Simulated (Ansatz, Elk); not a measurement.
**Bonding as seen by X-rays: LiMn2**

Structure refinements treat a crystal as free atoms side by side. For a made-up structure of LiMn2 (cell and positions from a PBEsol relaxation) the runs below show what the calculated density changes in F(hkl).

Main program and level: Elk 11.2.3 (patched build); DFT, PBE, all-electron APW+lo, Dirac cores, scalar-relativistic bands, static density, no spin.

The structure was built from a prototype and need not be the compound's stable phase.

**1. Starting point**

Symmetry: Fd-3m, No. 227, cubic system. Conventional cell: a = 6.546 Å, b = 6.546 Å, c = 6.546 Å, α = 90.00°, β = 90.00°, γ = 90.00°. Nearest to Mn lie 6 Mn at 2.31 Å and 6 Li at 2.71 Å. Nearest to Li lie 12 Mn at 2.71 Å and 4 Li at 2.83 Å. Farther neighbours are not listed.

**2. Ground state and structure factors**

An all-electron density is needed, since X-rays see the cores too. Task 0 finds the density and task 195 Fourier-transforms it; tshift is off so that phases refer to the origin typed.

Contents of elk.in:

```
tasks
  0
  195

xctype
  20

spinpol
  .false.

rgkmax
  7.0

gmaxvr
  14.0

lmaxo
  7

lmaxapw
  8

swidth
  0.002

tshift
  .false.

ramdisk
  .false.

hmaxvr
  5.5

maxscl
  120

epspot
  1e-06

sppath
  './'

avec
  0.00000000000 6.18538749610 6.18538749610
  6.18538749610 0.00000000000 6.18538749610
  6.18538749610 6.18538749610 0.00000000000

atoms
  2
  'Mn.in'
  4
  0.6250000000 0.1250000000 0.6250000000   0.000000 0.000000 0.000000
  0.6250000000 0.6250000000 0.1250000000   0.000000 0.000000 0.000000
  0.1250000000 0.6250000000 0.6250000000   0.000000 0.000000 0.000000
  0.6250000000 0.6250000000 0.6250000000   0.000000 0.000000 0.000000
  'Li.in'
  2
  0.2500000000 0.2500000000 0.2500000000   0.000000 0.000000 0.000000
  0.0000000000 -0.0000000000 0.0000000000   0.000000 0.000000 0.000000

ngridk
  6 6 6
```

Run with:

```bash
OMP_NUM_THREADS=4 elk
```

Numbers of over 12 decimals in the logs are rounded to 6 here.

Output:

```text
┌─────────────────────────┐
│ Elk code version 11.2.3 │
└─────────────────────────┘

All units are atomic (Hartree, Bohr, etc.)

┌─────────────────────────────────────────────────┐
│ Ground-state run starting from atomic densities │
└─────────────────────────────────────────────────┘

Lattice vectors :
   0.000000000       6.185387496       6.185387496
   6.185387496       0.000000000       6.185387496
   6.185387496       6.185387496       0.000000000

Reciprocal lattice vectors :
 -0.5079055525      0.5079055525      0.5079055525
  0.5079055525     -0.5079055525      0.5079055525
  0.5079055525      0.5079055525     -0.5079055525

Unit cell volume      :    473.2937090
Brillouin zone volume :   0.5240936204

Muffin-tin inner radius fraction :   0.1000000000E-01

Nuclei treated as point charges

Species : 1 (Mn)
 parameters loaded from : Mn.in
 name : manganese
 nuclear charge    :   -25.00000000
 electronic charge :    25.00000000
 atomic mass :    100145.9370
 muffin-tin radius :    2.161864721
 number of radial points in muffin-tin :    993
 inner part over the whole radius :   0.9949833473E-02
 number on inner part of muffin-tin    :    698
 approximate nuclear radius :   0.7074591925E-04
 number of mesh points to nuclear radius :    332
 atomic positions (lattice), magnetic fields (Cartesian) :
  1 :  -0.37500000  0.12500000 -0.37500000    0.00000000  0.00000000  0.00000000
  2 :  -0.37500000 -0.37500000  0.12500000    0.00000000  0.00000000  0.00000000
  3 :   0.12500000 -0.37500000 -0.37500000    0.00000000  0.00000000  0.00000000
  4 :  -0.37500000 -0.37500000 -0.37500000    0.00000000  0.00000000  0.00000000

Species : 2 (Li)
 parameters loaded from : Li.in
 name : lithium
 nuclear charge    :   -3.000000000
 electronic charge :    3.000000000
 atomic mass :    12652.66898
 muffin-tin radius :    1.800000000
 number of radial points in muffin-tin :    593
 inner part over the whole radius :   0.9806707936E-02
 number on inner part of muffin-tin    :    401
 approximate nuclear radius :   0.4000070961E-04
 number of mesh points to nuclear radius :    148
 atomic positions (lattice), magnetic fields (Cartesian) :
  1 :   0.25000000  0.25000000  0.25000000    0.00000000  0.00000000  0.00000000
  2 :   0.00000000  0.00000000  0.00000000    0.00000000  0.00000000  0.00000000

Total number of atoms per unit cell :    6
Total muffin-tin volume :    218.1491557
 ratio of muffin-tin to unit cell volume :   0.4609170828

Spin treatment :
 spin-unpolarised

Number of Bravais lattice symmetries :   48
Number of crystal symmetries         :   48
Crystal has no inversion symmetry
Complex Hermitian eigensolver will be used

k-point grid :      6     6     6
k-point offset :    0.000000000       0.000000000       0.000000000
k-point set is reduced with full crystal symmetry group
Total number of k-points :       16

Muffin-tin radius times maximum |G+k| :    7.000000000
 using average radius
Maximum |G+k| for APW functions       :    3.429282792
Maximum (1/2)|G+k|²                   :    5.879990233
Maximum |G| for potential and density :    14.00000000
Constant for pseudocharge density :    8
 order of it for each species :   15  15
 order of it for pair densities of each species (exact exchange by exxq0 0: 16) :   11   6
Radial integration step length :    1

G-vector grid sizes :     40    40    40
Number of G-vectors :    22075

Maximum angular momentum used for
 APW functions            :    8
 outer part of muffin-tin :    7
 inner part of muffin-tin :    2

Total nuclear charge    :   -106.0000000
Total core charge       :    40.00000000
Total valence charge    :    66.00000000
Total excess charge     :    0.000000000
Total electronic charge :    106.0000000

Effective Wigner radius, rₛ :    1.021516578

Number of empty states         :     24
Total number of valence states :     58
Total number of core states    :     40

Third-order local-orbitals added for an l without core states : T
Total number of local-orbitals :    110

[...]
Estimated indirect band gap :   0.8866344841E-03
 from k-point 15 to k-point 9
Estimated direct band gap   :   0.7382744081E-02
 at k-point 9

Charges :
 core                        :    40.00000000
 valence                     :    66.00000000
 interstitial                :    7.541658646
 muffin-tins (core leakage)
  species : 1 (Mn)
   atom 1                    :    23.50315750     ( -0.2186339874E-06)
   atom 2                    :    23.50315750     ( -0.2186339874E-06)
[...]
species : 2 (Li)
   atom 1                    :    2.222855681     (   0.000000000    )
   atom 2                    :    2.222855681     (   0.000000000    )
 total in muffin-tins        :    98.45834135
 total calculated charge     :    105.9998092
 total charge                :    106.0000000
 error                       :   0.1908146737E-03

RMS change in Kohn-Sham potential (target) :    7.667070894     (  0.1000000000E-05)
Absolute change in total energy (target)   :    6.160414753     (  0.1000000000E-03)

[... loops 3 to 15 left out ...]

┌──────────────────┐
│ Loop number : 16 │
└──────────────────┘

Energies :
 Fermi                       :     0.260565
 sum of occupied eigenvalues :     -2701.5059602127
 electron kinetic            :      4707.7400746861
 core electron kinetic       :      4216.2192704451
 Coulomb                     :     -9144.3521277095
 Coulomb potential           :     -7133.0121233432
 nuclear-nuclear             :     -684.22055412371
 electron-nuclear            :     -9810.7295249575
 Hartree                     :      1350.5979513718
 Madelung                    :     -5577.8460660379
 xc potential                :     -276.23391155565
 exchange                    :     -208.17984269665
 correlation                 :     -4.760378
 electron entropic           :    -0.24662549777789E-02
 total energy                :     -4649.5547400367

Density of states at Fermi energy :    190.7025101
 (states/Hartree/unit cell)

Estimated indirect band gap :   0.8375250401E-03
 from k-point 11 to k-point 11
Estimated direct band gap   :   0.8375250401E-03
 at k-point 11

Charges :
 core                        :    40.00000000
 valence                     :    66.00000000
 interstitial                :    7.293831082
 muffin-tins (core leakage)
  species : 1 (Mn)
[...]
species : 2 (Li)
   atom 1                    :    2.235160642     (   0.000000000    )
   atom 2                    :    2.235160642     (   0.000000000    )
 total in muffin-tins        :    98.70616892
 total calculated charge     :    105.9997410
 total charge                :    106.0000000
 error                       :   0.2589519955E-03

RMS change in Kohn-Sham potential (target) :   0.7126356105E-06 (  0.1000000000E-05)
Absolute change in total energy (target)   :   0.3982156159E-05 (  0.1000000000E-03)

Convergence targets achieved

┌──────────────────┐
│ Loop number : 17 │
└──────────────────┘

Energies :
 Fermi                       :     0.260565
 sum of occupied eigenvalues :     -2701.5059590844
 electron kinetic            :      4707.7400705670
 core electron kinetic       :      4216.2192725814
 Coulomb                     :     -9144.3521218454
 Coulomb potential           :     -7133.0121295020
 nuclear-nuclear             :     -684.22055412371
 electron-nuclear            :     -9810.7295070063
 Hartree                     :      1350.5979392846
 Madelung                    :     -5577.8460570944
 xc potential                :     -276.23390014942
 exchange                    :     -208.17984202053
 correlation                 :     -4.760378
 electron entropic           :    -0.24662547213917E-02
 total energy                :     -4649.5547376156

Density of states at Fermi energy :    190.7024939
 (states/Hartree/unit cell)

Estimated indirect band gap :   0.8375253015E-03
 from k-point 11 to k-point 11
Estimated direct band gap   :   0.8375253015E-03
 at k-point 11

Charges :
 core                        :    40.00000000
 valence                     :    66.00000000
 interstitial                :    7.293831533
 muffin-tins (core leakage)
  species : 1 (Mn)
[...]
atom 2                    :    23.55896178     ( -0.2186361723E-06)
   atom 3                    :    23.55896178     ( -0.2186361723E-06)
   atom 4                    :    23.55896178     ( -0.2186361723E-06)
  species : 2 (Li)
   atom 1                    :    2.235160668     (   0.000000000    )
   atom 2                    :    2.235160668     (   0.000000000    )
 total in muffin-tins        :    98.70616847
 total calculated charge     :    105.9997410
 total charge                :    106.0000000
 error                       :   0.2589520119E-03

┌──────────────────────────────┐
│ Self-consistent loop stopped │
└──────────────────────────────┘

Wrote STATE.OUT
```

Wall time 25 s (4 threads of Arm Neoverse V2, shared host); peak memory 0.18 GiB; 74 s of CPU time.

SFACRHO.OUT:

```text

h k l indices transformed by vhmat matrix:
   1.000000000       0.000000000       0.000000000    
   0.000000000       1.000000000       0.000000000    
   0.000000000       0.000000000       1.000000000    

      h      k      l  multipl.   |H|            Re(F)            Im(F)           |F|

      0      0      0      1   0.0000000       106.00000      0.93467265E-17   106.00000    
      0      1      0      4  0.87971822      -28.447819      -28.447819       40.231291    
      0      0     -1      4  0.87971822      -28.447819       28.447819       40.231291    
      0     -1     -1      6   1.0158111     -0.94418876E-14 -0.14903397E-15  0.94430638E-14
      2      1      1     12   1.4365738       3.5156190     -0.33901663E-15   3.5156190    
      0     -1     -2     12   1.6845321       25.721071       25.721071       36.375088    
     -1     -1      1     12   1.6845321       25.721071      -25.721071       36.375088    
     -2      0      0      4   1.7594364     -0.43104270E-14  -66.876464       66.876464    
      0      0      2      4   1.7594364     -0.20525843E-15   66.876464       66.876464    
      0      2      2      6   2.0316222      -58.989269     -0.86654803E-14   58.989269    
     -1      2      0     12   2.2139090      -19.365173      -19.365173       27.386491    
      0      1     -2     12   2.2139090      -19.365173       19.365173       27.386491    
     -1     -2     -3     24   2.2714227      0.16420674E-13 -0.48293153E-15  0.16427774E-13
      2      3      3     12   2.4882189       2.5304804      0.30436177E-13   2.5304804    
     -3     -2     -3     12   2.4882189       2.5304804     -0.30296690E-13   2.5304804    
      3      1      3     12   2.6391547       19.713126      -19.713126       27.878570    
      3      0      2     12   2.6391547       19.713126       19.713126       27.878570    
      0      3      0      4   2.6391547       19.835127      -19.835127       28.051105
```

Elk indexes on the primitive cell of elk.in and gives |H| = 4π sin θ/λ in inverse bohr. Below, one row stands for each form hkl of the conventional cell (m members, Friedel mates merged), F is for one primitive cell and the density is static (no thermal factor). Free-atom factors are Waasmaier and Kirfel's, and R is Σm||F|−|F'||/Σm|F|.

| hkl | m | sin θ/λ (Å⁻¹) | abs F, DFT | neutral atoms | diff. | abs of complex diff. |
| --- | --- | --- | --- | --- | --- | --- |
| 111 | 8 | 0.132 | 40.231 | 39.999 | +0.232 | 0.232 |
| 200 | 6 | 0.153 | 0.000 | 0.000 | +0.000 | 0.000 |
| 220 | 12 | 0.216 | 3.516 | 3.406 | +0.109 | 0.109 |
| 311 | 24 | 0.253 | 36.375 | 36.810 | -0.435 | 0.435 |
| 222 | 8 | 0.265 | 66.876 | 67.603 | -0.727 | 0.727 |
| 400 | 6 | 0.305 | 58.989 | 59.543 | -0.554 | 0.554 |
| 331 | 24 | 0.333 | 27.387 | 27.633 | -0.247 | 0.247 |
| 420 | 24 | 0.342 | 0.000 | 0.000 | +0.000 | 0.000 |
| 422 | 24 | 0.374 | 2.530 | 2.667 | -0.136 | 0.136 |
| 511 | 24 | 0.397 | 27.879 | 28.027 | -0.149 | 0.149 |
| 333 | 8 | 0.397 | 28.051 | 28.027 | +0.024 | 0.024 |
| 440 | 12 | 0.432 | 51.398 | 51.444 | -0.046 | 0.046 |
| 531 | 48 | 0.452 | 22.080 | 22.024 | +0.056 | 0.056 |
| 442 | 24 | 0.458 | 0.093 | 0.000 | +0.093 | 0.093 |
| 600 | 6 | 0.458 | 0.000 | 0.000 | +0.000 | 0.000 |
| 620 | 24 | 0.483 | 2.232 | 2.144 | +0.088 | 0.088 |
| 533 | 24 | 0.501 | 23.215 | 23.113 | +0.103 | 0.103 |
| 622 | 24 | 0.507 | 42.917 | 42.876 | +0.041 | 0.041 |

**3. The highest occupied states alone**

An energy window below the Fermi level keeps the highest occupied states, to see at which angles they scatter; shallow core shells can lie inside it and anion s states outside. No new self-consistency is needed.

Changes to elk.in since step 2:

```diff
@@ -1,3 +1,2 @@
 tasks
-  0
   195
@@ -40,2 +39,5 @@
 
+wsfac
+  -0.106930 0.560570
+
 sppath
```

Run with:

```bash
OMP_NUM_THREADS=4 elk
```

Output:

```text
┌─────────────────────────────────┐
│ Elk code version 11.2.3 started │
└─────────────────────────────────┘

Info(readinput): the functional depends on the density's gradient
 muffin-tin radial points multiplied by    2.00000
 (not where nrmtscf is given)

┌────────────────────┐
│ Current task : 195 │
└────────────────────┘
Info(checkmt): changed muffin-tin radius of species 1 (Mn) from   2.4000 to   2.1619

Info(sfacrho): density structure factors written to SFACRHO.OUT

 Energy window :  -0.1069300000      0.5605700000

┌──────────────────┐
│ Elk code stopped │
└──────────────────┘
```

Run time: 5.7 s. Hardware: 4 threads; peak memory 0.16 GiB.

States within 10 eV below the Fermi level hold 30.00 electrons; any levels below the window count with the cores. Their amplitudes can exceed the total, where window and core parts have opposite phase:

| hkl | sin θ/λ (Å⁻¹) | abs F, window | abs F, all |
| --- | --- | --- | --- |
| 111 | 0.132 | 8.880 | 40.231 |
| 200 | 0.153 | 0.000 | 0.000 |
| 220 | 0.216 | 0.075 | 3.516 |
| 311 | 0.253 | 4.402 | 36.375 |
| 222 | 0.265 | 8.419 | 66.876 |
| 400 | 0.305 | 6.859 | 58.989 |
| 331 | 0.333 | 2.947 | 27.387 |
| 420 | 0.342 | 0.000 | 0.000 |
| 422 | 0.374 | 0.085 | 2.530 |
| 511 | 0.397 | 2.144 | 27.879 |

**4. Another functional**

The difference from free atoms is small, so it is set against the change that LDA (Perdew-Wang) makes.

Changes to elk.in since step 3:

```diff
@@ -1,2 +1,3 @@
 tasks
+  0
   195
@@ -4,3 +5,3 @@
 xctype
-  20
+  3
 
@@ -39,5 +40,2 @@
 
-wsfac
-  -0.106930 0.560570
-
 sppath
```

Run with:

```bash
OMP_NUM_THREADS=4 elk
```

Output:

```text
┌─────────────────────────┐
│ Elk code version 11.2.3 │
└─────────────────────────┘

All units are atomic (Hartree, Bohr, etc.)

┌─────────────────────────────────────────────────┐
│ Ground-state run starting from atomic densities │
└─────────────────────────────────────────────────┘

Lattice vectors :
   0.000000000       6.185387496       6.185387496
   6.185387496       0.000000000       6.185387496
   6.185387496       6.185387496       0.000000000

Reciprocal lattice vectors :
 -0.5079055525      0.5079055525      0.5079055525
[...]
species : 1 (Mn)
[...]
atom 3                    :    23.57371420     ( -0.3500294534E-05)
   atom 4                    :    23.57371420     ( -0.3500294534E-05)
  species : 2 (Li)
   atom 1                    :    2.234901413     (   0.000000000    )
   atom 2                    :    2.234901413     (   0.000000000    )
 total in muffin-tins        :    98.76465961
 total calculated charge     :    105.9997299
 total charge                :    106.0000000
 error                       :   0.2700831991E-03

┌──────────────────────────────┐
│ Self-consistent loop stopped │
└──────────────────────────────┘

Wrote STATE.OUT
[key lines of the parts left out:]
total energy                :     -4640.8914987431
```

Run time: 15 s. Hardware: 4 threads; peak memory 0.16 GiB.

Against the first run R = 0.12 %; the largest change is -0.066 at 440.

**5. A coarser k-mesh**

About half the k-points along each axis test the sampling.

Changes to elk.in since step 4:

```diff
@@ -5,3 +5,3 @@
 xctype
-  3
+  20
 
@@ -62,2 +62,2 @@
 ngridk
-  6 6 6
+  3 3 3
```

Run with:

```bash
OMP_NUM_THREADS=4 elk
```

Output:

```text
┌─────────────────────────┐
│ Elk code version 11.2.3 │
└─────────────────────────┘

All units are atomic (Hartree, Bohr, etc.)

┌─────────────────────────────────────────────────┐
│ Ground-state run starting from atomic densities │
└─────────────────────────────────────────────────┘

Lattice vectors :
   0.000000000       6.185387496       6.185387496
   6.185387496       0.000000000       6.185387496
   6.185387496       6.185387496       0.000000000

Reciprocal lattice vectors :
 -0.5079055525      0.5079055525      0.5079055525
[...]
species : 1 (Mn)
[...]
atom 3                    :    23.55542287     ( -0.2186363872E-06)
   atom 4                    :    23.55542287     ( -0.2186363872E-06)
  species : 2 (Li)
   atom 1                    :    2.238192964     (   0.000000000    )
   atom 2                    :    2.238192964     (   0.000000000    )
 total in muffin-tins        :    98.69807739
 total calculated charge     :    105.9997163
 total charge                :    106.0000000
 error                       :   0.2837174450E-03

┌──────────────────────────────┐
│ Self-consistent loop stopped │
└──────────────────────────────┘

Wrote STATE.OUT
[key lines of the parts left out:]
total energy                :     -4649.5415507662
```

The job ended after 13 s (4 threads; peak memory 0.17 GiB; 28 s of CPU time).

Against the first run R = 0.17 %; the largest change is -0.093 at 555.

**6. Settings against the effect**

| run | R against the first run (%) | R against neutral atoms, low angle (%) | wall time |
| --- | --- | --- | --- |
| PBE, rgkmax 7 | 0.00 | 1.10 | 25 s |
| LDA (Perdew-Wang) | 0.12 | 1.12 | 15 s |
| k-mesh 3×3×3 | 0.17 | 1.11 | 13 s |

**7. Outcome**

```yaml
r_against_neutral_atoms_sin_theta_lambda_0p3_a_minus1: 1.10 %
r_against_neutral_atoms_0p3_to_0p82_a_minus1: 0.50 %
```

**Reading.** Independent neutral atoms miss the calculated amplitudes by R = 1.10 % below 0.3 Å⁻¹ and 0.50 % from there to 0.82 Å⁻¹; by shells, 0.58 % below 0.15 Å⁻¹ (1 form), 1.21 % 0.15 to 0.3 (3 forms), 0.65 % 0.3 to 0.45 (6 forms), 0.48 % above 0.45 (37 forms). Bonding, aspherical density and the tables' own atoms all enter these figures, and the runs don't part them. The largest change of an amplitude is -0.73 electrons, at 222. Weak lines can change much in proportion: 644 goes from 0.00 to 0.11. The window's part falls from 30.0 electrons at the origin to at most 2.26 between 0.45 and 0.82 Å⁻¹, where compact states inside the window still scatter. Below 0.3 Å⁻¹ the changes that finished (LDA (Perdew-Wang) and k-mesh 3×3×3) move F by R = 0.04 % at most, against the 1.10 % that separates it from free atoms. The basis has no finished test. These runs have no spin, though d or f shells may be open. Part of the difference isn't bonding: the tables are fits to free atoms and ions calculated by other methods than this functional. Thermal motion, anomalous dispersion and extinction are left out.

[Logs are printed without paths, hosts, clocks, repeated set-up lines and the standing remarks that a program may print on its own settings, such as how far it seeks lower states.]

[Hosts, paths, dates, database ids (printed as entryN), source tags and the programs' standing remarks are cut or masked in the printed files.]
